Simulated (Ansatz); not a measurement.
# Hf(0001) with 2 thermally displaced layers, 2x2: scattering by thermal displacements

How much do lattice vibrations at 180 K scatter the electrons of Hf? Layers with random displacements are laid between perfect leads, and the resistance is followed against their length.

Calculated with Ansatz 0.2.0; Ansatz plane-wave DFT, PBE, PAW files; ballistic transport by layer matching (Landauer), zero bias; PAW set soft_1.

This is a report of a sequence of runs, with most program output left out.

## 1. The starting structure

The cell holds 48 atoms: 48 Hf. Its edges and angles: a = 6.393 Å, b = 6.393 Å, c = 30.347 Å, α = 90.0°, β = 90.0°, γ = 120.0°. It derives from Hf. Regions: lead, 40 atoms (40 Hf); scattering region, 8 atoms (8 Hf). The structure is stacked along c, and the current runs across the ab planes.

## 2. With 2 displaced layers

Each atom of 2 layers is moved at random, by amounts drawn from a normal law 0.0493 Å wide in each direction from the Debye model (252 K) at 180 K. The layers about the cell's end stay perfect and serve as the lead. Disorder leaves little or no symmetry, which makes such runs dear. Energies from -0.05 to 0.05 eV in steps of 0.05 eV are too few for the program's thermal sum, so it prints no conductance; for a metal the transmission near the Fermi level serves, at a fraction of the cost.

Contents of input.yaml:

```yaml
crystal:
  lattice:
    - [6.3934, 0.0, 0.0]
    - [-3.1967, 5.5368468166, 0.0]
    - [0.0, 0.0, 30.3468]
  atoms:
    - { symbol: Hf, position: [0.1666666667, 0.3333333333, 0.0416666667] }
    - { symbol: Hf, position: [0.1666666667, 0.8333333333, 0.0416666667] }
    - { symbol: Hf, position: [0.6666666667, 0.3333333333, 0.0416666667] }
    - { symbol: Hf, position: [0.6666666667, 0.8333333333, 0.0416666667] }
    - { symbol: Hf, position: [0.3333333333, 0.1666666667, 0.125] }
    - { symbol: Hf, position: [0.3333333333, 0.6666666667, 0.125] }
    - { symbol: Hf, position: [0.8333333333, 0.1666666667, 0.125] }
    - { symbol: Hf, position: [0.8333333333, 0.6666666667, 0.125] }
[... 36 atom lines left out ...]
    - { symbol: Hf, position: [0.3333333333, 0.1666666667, 0.9583333333] }
    - { symbol: Hf, position: [0.3333333333, 0.6666666667, 0.9583333333] }
    - { symbol: Hf, position: [0.8333333333, 0.1666666667, 0.9583333333] }
    - { symbol: Hf, position: [0.8333333333, 0.6666666667, 0.9583333333] }
kpoints:
  mp_grid: { grid: [4, 4, 1] }
hamiltonian:
  xc: pbe
  pseudopotentials: { kind: paw, azcp: { folder: soft_1 } }
scf:
  occupations: { method: fermi_dirac, width: 0.1 }
output:
  transmission: { leads: [[0, 8]], kmesh: [8, 8], e_range: [-0.05, 0.05], de: 0.05 }
  write_potential: true
  write_density: true
  volumetric_format: npy
  elf: true
```

Command:

```sh
$ ansatz run input.yaml --threads 4 --pin off --max-ram 15360MiB --backend cpu --events-out ev --progress --plain --runs-dir out
```

Elapsed: 6.4 min, on 4 threads of AMD EPYC 9R45, shared host; peak memory 6.9 GiB; 22 min of CPU time.

This step gave:

| Quantity | Value |
| --- | --- |
| free energy | -754666.4599 eV |
| energy at zero smearing | -754665.8319 eV |
| Fermi energy | 18.13 eV |
| cell area | 35.40 Å² |
| transmission per spin nearest the Fermi level | 2.687 |
| open channels per spin nearest the Fermi level | 2.844 |
| step of the lead's potential | 5.2 meV |

Per spin. Transmission, zone mean against energy, zero at the Fermi level:

| energy (eV) | transmission, zone mean |
| --- | --- |
| -0.0500 | 2.54 |
| 0.0000 | 2.69 |
| 0.0500 | 2.54 |

Per spin. Open channels, zone mean, lead against energy, zero at the Fermi level:

| energy (eV) | open channels, zone mean, lead |
| --- | --- |
| -0.0500 | 2.62 |
| 0.0000 | 2.84 |
| 0.0500 | 2.66 |

Transmission over k1 and k2. At 0.0000 eV from the Fermi level.

Ten even steps from '_' (1.75) to '@' (5.53):
```
__@@==++@@______
__==______++____
__==________++__
++@@__________@@
____++________==
______++______==
________@@++==@@
++______==______
```
Columns: k1 (b1) from -0.5 to 0.375; rows upwards: k2 (b2) from -0.5 to 0.375.

Open channels over k1 and k2. At 0.0000 eV from the Fermi level.

Values, 8 rows by 8 columns:
```
2.00 6.00 4.00 4.00 6.00 2.00 2.00 2.00
2.00 4.00 2.00 2.00 2.00 4.00 2.00 2.00
2.00 4.00 2.00 2.00 2.00 2.00 4.00 2.00
4.00 6.00 2.00 2.00 2.00 2.00 2.00 6.00
2.00 2.00 4.00 2.00 2.00 2.00 2.00 4.00
2.00 2.00 2.00 4.00 2.00 2.00 2.00 4.00
2.00 2.00 2.00 2.00 6.00 4.00 4.00 6.00
4.00 2.00 2.00 2.00 4.00 2.00 2.00 2.00
```
Columns: k1 (b1) from -0.5 to 0.375; rows upwards: k2 (b2) from -0.5 to 0.375.

ELF in the ca plane at fractional y = 0.165, with atoms of Hf within 0.2 Å of it. It is the smooth field of the valence electrons, not physical close to the nuclei.

Values, 9 rows by 16 columns, each cell a mean:
```
0.32 0.51 0.45 0.35 0.35 0.32 0.57 0.47 0.32 0.31 0.32 0.50 0.45 0.34 0.35 0.33
0.42 0.73 0.66 0.47 0.66 0.43 0.73 0.63 0.49 0.66 0.44 0.72 0.67 0.47 0.66 0.43
0.28 0.37 0.33 0.29 0.26 0.28 0.34 0.29 0.30 0.26 0.29 0.37 0.33 0.29 0.26 0.28
0.27 0.30 0.32 0.24 0.28 0.26 0.30 0.33 0.24 0.23 0.28 0.30 0.32 0.24 0.28 0.27
0.26 0.28 0.27 0.26 0.21 0.26 0.28 0.27 0.26 0.20 0.27 0.28 0.27 0.26 0.20 0.26
0.40 0.70 0.63 0.45 0.60 0.41 0.67 0.65 0.43 0.59 0.38 0.69 0.63 0.45 0.60 0.41
0.36 0.61 0.55 0.40 0.47 0.37 0.59 0.56 0.39 0.50 0.35 0.61 0.55 0.40 0.47 0.36
0.26 0.25 0.25 0.24 0.23 0.27 0.25 0.26 0.24 0.21 0.27 0.24 0.25 0.25 0.23 0.26
0.26 0.26 0.28 0.24 0.25 0.26 0.25 0.28 0.23 0.28 0.27 0.25 0.28 0.24 0.25 0.26
```
Columns run along c (16.0 Å, from fractional 0.24 to 0.76 of the cell), rows up along a (6.4 Å). Atoms in or near the plane, at fractional coordinates: Hf at (0.29, 0.33), Hf at (0.29, 0.83), Hf at (0.46, 0.33), Hf at (0.46, 0.85), Hf at (0.63, 0.33), Hf at (0.63, 0.83).

Electrostatic potential energy in the ca plane at fractional y = 0.165, with atoms of Hf within 0.2 Å of it. With pseudopotentials it is smooth inside the atoms' cores, unlike the true potential.

Ten even steps from '0' (-15 eV) to '9' (20 eV), each cell a mean:
```
99852136898888987311378887789873124799888898
99610003799999984011048999999840001589999997
99501302799999984033048999999830320489999997
99610103799999985000058999999840100589999997
99851126899888997422479998899863114799888998
89986678997667899877899976679987667998766799
79999899987546899999999875578999899998545789
79998889987546899988999875578999889998645789
89875468998777898754689987789986457898777899
99730015899989997200158999999851002699989998
99611202799999985012037999999830210589999997
99601302799999985012037999999830220489999997
99730004899999996200158999999851002689999998
89864357998778998643579987889985346898877899
89998889987556899888899875679998888998655789
79999999987446899988999864468999999998545789
89987778997657898766789865578998778998756799
```
Columns run along c (16.0 Å, from fractional 0.24 to 0.76 of the cell; values clipped at the 3rd and 97th percentile), rows up along a (6.4 Å). Atoms in or near the plane, at fractional coordinates: Hf at (0.29, 0.33), Hf at (0.29, 0.83), Hf at (0.46, 0.33), Hf at (0.46, 0.85), Hf at (0.63, 0.33), Hf at (0.63, 0.83).

Valence density in the ca plane at fractional y = 0.165, with atoms of Hf within 0.2 Å of it. It is the smooth field of the valence electrons, not physical close to the nuclei.

Ten steps, logarithmic in the rise over the least value, from '0' (0 e/Å³) to '9' (46 e/Å³), each cell a mean:
```
00012320000000000244200000000002331000000000
00037862000000001588510000000015874100000000
00158973000000002699620000000027996100000000
00147862000000001477410000000025884100000000
00013431000000000133100000000002442000000000
00000100000010000000000000000000100000010000
00000000000111000000000001100000000000111000
00000000000110000000000001100000000000011000
00001110000000000011100000000000110000000000
00025641000000000256410000000013553000000000
00148973000000001589620000000026985100000000
00148973000000001589720000000026995100000000
00025651000000000366410000000014663100000000
00002210000000000022100000000001221000000000
00000000000110000000000001100000000000011000
00000000000111000000000011100000000000111000
00000000000110000000000001100000000000010000
```
Columns run along c (16.0 Å, from fractional 0.24 to 0.76 of the cell), rows up along a (6.4 Å). Atoms in or near the plane, at fractional coordinates: Hf at (0.29, 0.33), Hf at (0.29, 0.83), Hf at (0.46, 0.33), Hf at (0.46, 0.85), Hf at (0.63, 0.33), Hf at (0.63, 0.83).

Over the solved energies the transmission per spin lies between 2.54 and 2.69, out of 2.71 channels of the lead on average (up to 2.84).

## 3. With 6 displaced layers

Each atom of 6 layers is moved at random, by amounts drawn from a normal law 0.0493 Å wide in each direction from the Debye model (252 K) at 180 K. A fresh draw is used; the growth of the resistance with length is what counts.

System of this step: Hf(0001) with 6 thermally displaced layers, 2x2. The cell holds 64 atoms: 64 Hf. Its edges and angles: a = 6.393 Å, b = 6.393 Å, c = 40.462 Å, α = 90.0°, β = 90.0°, γ = 120.0°. It derives from Hf. Regions: lead, 40 atoms (40 Hf); scattering region, 24 atoms (24 Hf). The structure is stacked along c, and the current runs across the ab planes.

Contents of input.yaml:

```yaml
crystal:
  lattice:
    - [6.3934, 0.0, 0.0]
    - [-3.1967, 5.5368468166, 0.0]
    - [0.0, 0.0, 40.4624]
  atoms:
    - { symbol: Hf, position: [0.1666666667, 0.3333333333, 0.03125] }
    - { symbol: Hf, position: [0.1666666667, 0.8333333333, 0.03125] }
    - { symbol: Hf, position: [0.6666666667, 0.3333333333, 0.03125] }
    - { symbol: Hf, position: [0.6666666667, 0.8333333333, 0.03125] }
    - { symbol: Hf, position: [0.3333333333, 0.1666666667, 0.09375] }
    - { symbol: Hf, position: [0.3333333333, 0.6666666667, 0.09375] }
    - { symbol: Hf, position: [0.8333333333, 0.1666666667, 0.09375] }
    - { symbol: Hf, position: [0.8333333333, 0.6666666667, 0.09375] }
[... 52 atom lines left out ...]
    - { symbol: Hf, position: [0.3333333333, 0.1666666667, 0.96875] }
    - { symbol: Hf, position: [0.3333333333, 0.6666666667, 0.96875] }
    - { symbol: Hf, position: [0.8333333333, 0.1666666667, 0.96875] }
    - { symbol: Hf, position: [0.8333333333, 0.6666666667, 0.96875] }
kpoints:
  mp_grid: { grid: [4, 4, 1] }
hamiltonian:
  xc: pbe
  pseudopotentials: { kind: paw, azcp: { folder: soft_1 } }
scf:
  occupations: { method: fermi_dirac, width: 0.1 }
output:
  transmission: { leads: [[0, 8]], kmesh: [8, 8], e_range: [-0.05, 0.05], de: 0.05 }
  write_potential: true
  write_density: true
  volumetric_format: npy
```

Wall time 12 min (4 threads); peak memory 11 GiB; 42 min of CPU time.

This step gave:

| Quantity | Value |
| --- | --- |
| free energy | -1006221.5695 eV |
| energy at zero smearing | -1006220.7162 eV |
| transmission per spin nearest the Fermi level | 2.315 |
| step of the lead's potential | 2.7 meV |

Per spin. Table of transmission, zone mean by energy, zero at the Fermi level:

| energy (eV) | transmission, zone mean |
| --- | --- |
| -0.0500 | 2.27 |
| 0.0000 | 2.32 |
| 0.0500 | 2.20 |

Over the solved energies the transmission per spin lies between 2.20 and 2.32, out of 2.71 channels of the lead on average (up to 2.84).

## 4. With 10 displaced layers

Each atom of 10 layers is moved at random, by amounts drawn from a normal law 0.0493 Å wide in each direction from the Debye model (252 K) at 180 K. A fresh draw is used; the growth of the resistance with length is what counts.

System of this step: Hf(0001) with 10 thermally displaced layers, 2x2. The cell holds 80 atoms: 80 Hf. Its edges and angles: a = 6.393 Å, b = 6.393 Å, c = 50.578 Å, α = 90.0°, β = 90.0°, γ = 120.0°. It derives from Hf. Regions: lead, 40 atoms (40 Hf); scattering region, 40 atoms (40 Hf). The structure is stacked along c, and the current runs across the ab planes.

Contents of input.yaml:

```yaml
crystal:
  lattice:
    - [6.3934, 0.0, 0.0]
    - [-3.1967, 5.5368468166, 0.0]
    - [0.0, 0.0, 50.578]
  atoms:
    - { symbol: Hf, position: [0.1666666667, 0.3333333333, 0.025] }
    - { symbol: Hf, position: [0.1666666667, 0.8333333333, 0.025] }
    - { symbol: Hf, position: [0.6666666667, 0.3333333333, 0.025] }
    - { symbol: Hf, position: [0.6666666667, 0.8333333333, 0.025] }
    - { symbol: Hf, position: [0.3333333333, 0.1666666667, 0.075] }
    - { symbol: Hf, position: [0.3333333333, 0.6666666667, 0.075] }
    - { symbol: Hf, position: [0.8333333333, 0.1666666667, 0.075] }
    - { symbol: Hf, position: [0.8333333333, 0.6666666667, 0.075] }
[... 68 atom lines left out ...]
    - { symbol: Hf, position: [0.3333333333, 0.1666666667, 0.975] }
    - { symbol: Hf, position: [0.3333333333, 0.6666666667, 0.975] }
    - { symbol: Hf, position: [0.8333333333, 0.1666666667, 0.975] }
    - { symbol: Hf, position: [0.8333333333, 0.6666666667, 0.975] }
kpoints:
  mp_grid: { grid: [4, 4, 1] }
hamiltonian:
  xc: pbe
  pseudopotentials: { kind: paw, azcp: { folder: soft_1 } }
scf:
  occupations: { method: fermi_dirac, width: 0.1 }
output:
  transmission: { leads: [[0, 8]], kmesh: [8, 8], e_range: [-0.05, 0.05], de: 0.05 }
  write_potential: true
  write_density: true
  volumetric_format: npy
```

Elapsed: 27 min, on 4 threads; peak memory 13 GiB; 1.7 h of CPU time.

Numbers from this step:

| Quantity | Value |
| --- | --- |
| free energy | -1257776.6472 eV |
| energy at zero smearing | -1257775.5525 eV |
| transmission per spin nearest the Fermi level | 2.148 |
| step of the lead's potential | 6.1 meV |

Per spin. Transmission, zone mean against energy, zero at the Fermi level:

| energy (eV) | transmission, zone mean |
| --- | --- |
| -0.0500 | 2.15 |
| 0.0000 | 2.15 |
| 0.0500 | 1.95 |

Over the solved energies the transmission per spin lies between 1.95 and 2.15, out of 2.71 channels of the lead on average (up to 2.84).

## 5. Resistance against length

This step: Ansatz plane-wave DFT, PBE, PAW files; ballistic transport by layer matching (Landauer), zero bias; resistivity from the slope of the area resistance; PAW set soft_1 (Ansatz 0.2.0).

This step gave:

```
resistivity           : 21.12 µΩ cm
intercept             : -0.01495 fΩ m²
scatter about the fit : 0.01887 fΩ m²
```

Resistance, by row:

| run | length (Å) | T | channels N | RA (fΩ m²) |
| --- | --- | --- | --- | --- |
| n2 | 5.058 | 2.588 | 2.708 | 0.07852 |
| n6 | 15.17 | 2.263 | 2.708 | 0.3322 |
| n10 | 25.29 | 2.084 | 2.708 | 0.5058 |

The area resistance by length of the displaced region:

| length of the displaced region (Å) | area resistance (fΩ m²) |
| --- | --- |
| 5.06 | 0.0785 |
| 15.17 | 0.332 |
| 25.29 | 0.506 |

The area resistance goes from 0.079 to 0.51 fΩ m² between 5.1 and 25.3 Å, a slope of 21 µΩ cm.

By hand from the end points: (0.5058 − 0.07852) fΩ m² / (25.29 − 5.06) Å = 21 µΩ cm, since 1 fΩ m² per Å is 1000 µΩ cm.

## 6. Results

```json
{
  "resistivity from the slope": "21.1 µΩ cm",
  "area resistance over 5.06 Å": "0.0785 fΩ m²",
  "area resistance over 15.2 Å": "0.332 fΩ m²",
  "area resistance over 25.3 Å": "0.506 fΩ m²"
}
```

The slope gives 21 µΩ cm. The points scatter by 0.019 fΩ m² about the line, with one random draw a length in a 2x2 cell, so the slope is a rough value. The mean square of the displacements drawn is 0.73, 0.99 and 0.93 of the nominal one at the three lengths; with each resistance scaled back by that, the slope is 22 µΩ cm, the value used below. Read with a model of isotropic scattering on a spherical Fermi surface and the lead's 0.59×10¹⁵ S/m², this slope means a mean free path near 65 Å; over these lengths the model's slope is 1.11 times its bulk resistivity, which would be 20 µΩ cm. Uncorrelated displacements put too much weight on short waves, which scatter strongly; with the sideways repeat of a small cell, one draw and three short lengths, the method is good to a factor of two or three. Spin-orbit coupling is left out, which matters for Hf.

[Logs are printed without paths, hosts, clocks, repeated set-up lines and the standing remarks that a program may print on its own settings, such as how far it seeks lower states.]

[Hosts, paths, dates, database ids (printed as entryN), source tags and the programs' standing remarks are cut or masked in the printed files.]
